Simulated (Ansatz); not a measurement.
# Dielectric function and optical constants of MgO (Periclase), part 2 of 2

What colour and refractive index does MgO (Periclase) have at this level of theory? The cell comes from an older database entry, whose edges can differ from later determinations, mostly by under a per cent.

Ansatz 0.2.0; DFT, PBE, plane-wave PAW, default files, scalar-relativistic, independent-particle optical response without local fields.

So far. Step 2 (Ground state and bands): There is a gap, 4.71 eV on the path, so no carriers' term is needed. The cell is left with a pressure of 4.1 GPa, as it stands unrelaxed at this level.

The database entry behind the starting cell differs from other determinations of this structure, so it need not match the best structure at room temperature.

### Step 3. Spectrum (continued)

At chosen wavelengths:

```csv
wavelength (nm),n,k,R (%),1/α
1064,1.81,0.000,8.4,over 1 mm
800,1.82,0.000,8.5,over 1 mm
633,1.83,0.000,8.6,over 1 mm
532,1.84,0.000,8.8,over 1 mm
405,1.87,0.000,9.2,over 1 mm
308,1.94,0.000,10.2,over 1 mm
193,2.08,0.259,12.9,59 nm
```

Rows near the edge hang on the gap, which this functional as a rule makes too small, and phonon-assisted absorption over an indirect gap is left out.

A film 1 µm thick would pass 84 % of daylight and look colourless in transmission (x = 0.313, y = 0.330).

The f-sum over the summed bands holds 7.6 of the cell's 16 electrons outside the frozen cores, 10 of which lie in bands more than 12 eV below the Fermi level, whose transitions come at higher energies. Up to 22 eV the strength has a mean oscillator energy of 12.2 eV, close to the main peak.

### Step 4. Static response with local fields

Perturbation theory gives the static response with local fields and the functional's kernel, and it needs no empty bands.

This step: DFT, PBE, plane-wave PAW, default files, scalar-relativistic, static field response by perturbation theory with local fields (Ansatz 0.2.0).

Contents of input.yaml:

```yaml
crystal:
  lattice:
    - [0.0, 2.1085, 2.1085]
    - [2.1085, 0.0, 2.1085]
    - [2.1085, 2.1085, 0.0]
  atoms:
    - { symbol: Mg, position: [0.0, 0.0, 0.0] }
    - { symbol: O, position: [0.5, 0.5, 0.5] }
kpoints:
  mp_grid: { grid: [9, 9, 9] }
scf:
  occupations: { method: fixed }
hamiltonian:
  xc: pbe
  pseudopotentials: { kind: paw }
dielectric: {}
```

Started as:

```sh
ansatz run input.yaml --threads 4 --pin off --max-ram 8192MiB --backend cpu --events-out ev --progress --plain --runs-dir out
```

Output:

```text
[...]
Crystal: 2 atoms, lattice volume = 18.748 Å³
Basis set: ecut = 420 eV, 339 PW (Γ), exchange–correlation on 40×40×40 points (8 copies of the dense FFT grid, shifted against one another)
Bands: 12, of which v1, the nominal top of the filled ones, is band 8 counted from 1 (7 counted from 0)
Symmetry: 48 space group operations
k-points: 75 of 729 (irreducible under 8 space group operations, time reversal used)
[...]
SCF iter   1: F=—  HF=-2494.132699 eV  |F-HF|=—  |Δ(HF+E_count)|=         —  Δρ=5.63e-4  dr2=6.82e-6  ethr=1.77e-3  ⟨swp⟩=4.6  Hψ=4694  notcnv=0  defer=121
[...]
SCF iter   7: F=-2494.132800 eV  HF=-2494.132800 eV  |F-HF|=4.55e-13  |Δ(HF+E_count)|=  2.45e-10  Δρ=1.66e-7  dr2=1.80e-12  ethr=1.00e-12  ⟨swp⟩=3.2  Hψ=3762  notcnv=0
SCF 1 converged in 7 iterations: F = -2494.132800 eV  dr2 = 1.80e-12
[...]
DFPT response loops at Γ: preconditioner auto → none (the input reference at scf.mixing.eps_inf says where Resta's filter doesn't serve); β = 0.50; Broyden in place of MSR1
── the response to a field inside a basis, on 10×10×10 k-points: an SCF that follows is theirs, and a resumed run solves both again ──
Bands: 9, of which v1, the nominal top of the filled ones, is band 8 counted from 1 (7 counted from 0)
k-points: 110 of 1000 (irreducible under 12 space group operations)
[...]
Eigensolver: Dense (110 Hₖ)
SCF iter   1: F=—  HF=-2494.135367 eV  |F-HF|=—  |Δ(HF+E_count)|=         —  Δρ=7.17e-4  dr2=1.41e-5  ethr=1.00e-1
[...]
SCF iter   4: F=-2494.135384 eV  HF=-2494.135384 eV  |F-HF|=9.06e-9  |Δ(HF+E_count)|=   8.67e-7  Δρ=1.05e-5  dr2=4.94e-9  ethr=5.26e-9
SCF 1 converged in 4 iterations: F = -2494.135384 eV  dr2 = 4.94e-9
[...]
SCF converged after 7 iterations
Free energy (F): -2494.132800 eV
[...]
Internal energy: -2494.132800 eV  (E = F + TS)
E sigma→0 (E₀):  -2494.132800 eV
Fermi energy:    8.091474 eV
[...]
--- Band table (eV; the first three rows and the last of 75) ---
  k-point 0: bands = [... 4 lower, -9.1429, 8.0915, 8.0915, 8.0915, 12.8004, 23.8927, 23.8927, 23.8927]
  k-point 1: bands = [... 4 lower, -9.0097, 7.3125, 8.0096, 8.0096, 13.5518, 22.4452, 24.1806, 24.1806]
  k-point 2: bands = [... 4 lower, -8.6527, 5.8217, 7.8107, 7.8107, 14.8771, 20.8872, 24.6845, 24.6845]
  k-point 74: bands = [... 4 lower, -7.5772, 4.8564, 5.4501, 6.4900, 19.4185, 19.6657, 20.3668, 23.9849]
--- Dielectric response (ions clamped): 3 representative field directions + reference, inside a basis on a mesh of 1000 k-points (Σ response iterations 15) ---
  ε∞ (high-frequency dielectric tensor):
        3.208804     0.000000    -0.000000
        0.000000     3.208804     0.000000
       -0.000000     0.000000     3.208804
  Born effective charges Z* (e; rows j = field, columns β = displacement):
    site 0:
         1.98695    0.00000    0.00000
         0.00000    1.98695   -0.00000
         0.00000   -0.00000    1.98695
    site 1:
        -1.98695   -0.00000   -0.00000
        -0.00000   -1.98695    0.00000
        -0.00000    0.00000   -1.98695
  Z* charge neutrality: 7.481e-4 e pre-enforcement
  solved inside a basis spanned on kpoints, on 10×10×10 k-points, its susceptibility summed on 14×14×14: ε∞ is read to err by 7.1e-3, Z* by 1.1e-2 e (field_mesh: kpoints solves on kpoints); Z* is corrected for what the basis lacks
```

It took 4.8 s on 4 threads of Intel Xeon Platinum 8488C (Sapphire Rapids), shared host; peak memory 0.48 GiB.

Read-outs:

```
electronic dielectric constant ε∞, mean of the axes : 3.209
```

ε∞ with local fields:

```
3.21 0.00 0.00
0.00 3.21 0.00
0.00 0.00 3.21
```

Diagonal elements. Born, by row:

```csv
atom,Z*xx (e),Z*yy (e),Z*zz (e)
Mg1,1.987,1.987,1.987
O2,-1.987,-1.987,-1.987
```

Mean Born charges are Mg +1.99 and O -1.99, against formal valences of +2 and -2. They lie near the ionic values.

### Step 5. Results

```
gap on the path                                                                         : 4.71 eV
least direct gap on the path                                                            : 4.71 eV
electronic dielectric constant ε∞, mean of the axes (independent particles)             : 3.26
absorption onset, first axis (α over 10⁴ cm⁻¹, or the direct gap if that lies higher)   : 4.71 eV
main peak of Im epsilon, first axis                                                     : 11.1 eV
electronic dielectric constant ε∞, mean of the axes (static response with local fields) : 3.21
```

In words: At this level (PBE, independent particles) MgO has ε∞ = 3.26 (3.21 with local fields) and n = 1.81 at 1550 nm; absorption sets in near 4.7 eV, and Im ε peaks at 11.1 eV. The gap on the path is direct, 4.71 eV. Lines 0.2 eV wide carry a tail of absorption under the direct gap, past the threshold already at 4.64 eV. Absorption is strong from the direct gap on, 4.71 eV, in the ultraviolet, so the visible is passed. Im ε has its chief maxima at 8.75 eV (3.6), 11.06 eV (5.8), 15.22 eV (3.9) and 17.95 eV (2.7). The f-sum over the summed bands holds 7.6 of the cell's 16 electrons outside the frozen cores, 10 of which lie in bands more than 12 eV below the Fermi level, whose transitions come at higher energies. Up to 22 eV the strength has a mean oscillator energy of 12.2 eV, close to the main peak. A film 1 µm thick would pass 84 % of daylight and look colourless in transmission (x = 0.313, y = 0.330). With local fields and the functional's kernel the static response is 3.21 against 3.26 for independent particles (-2 %). In the base spectrum excitons and phonon-assisted transitions are missing, and so are local fields; PBE gaps are as a rule too small, which pulls the onset down and ε∞ up. In the base run ε includes the program's bounded estimate of what the bands above those summed add.

[Long decimals in the printed logs are rounded to 6 places.]

[Logs are printed without paths, hosts, clocks, repeated set-up lines and the standing remarks that a program may print on its own settings, such as how far it seeks lower states.]

[Hosts, paths, dates, database ids (printed as entryN), source tags and the programs' standing remarks are cut or masked in the printed files.]

[Where the starting crystal was built by hand or by swapping elements, it need not be the compound's stable phase.]

[The count of steps not shown may lack steps that the program refused or didn't finish.]
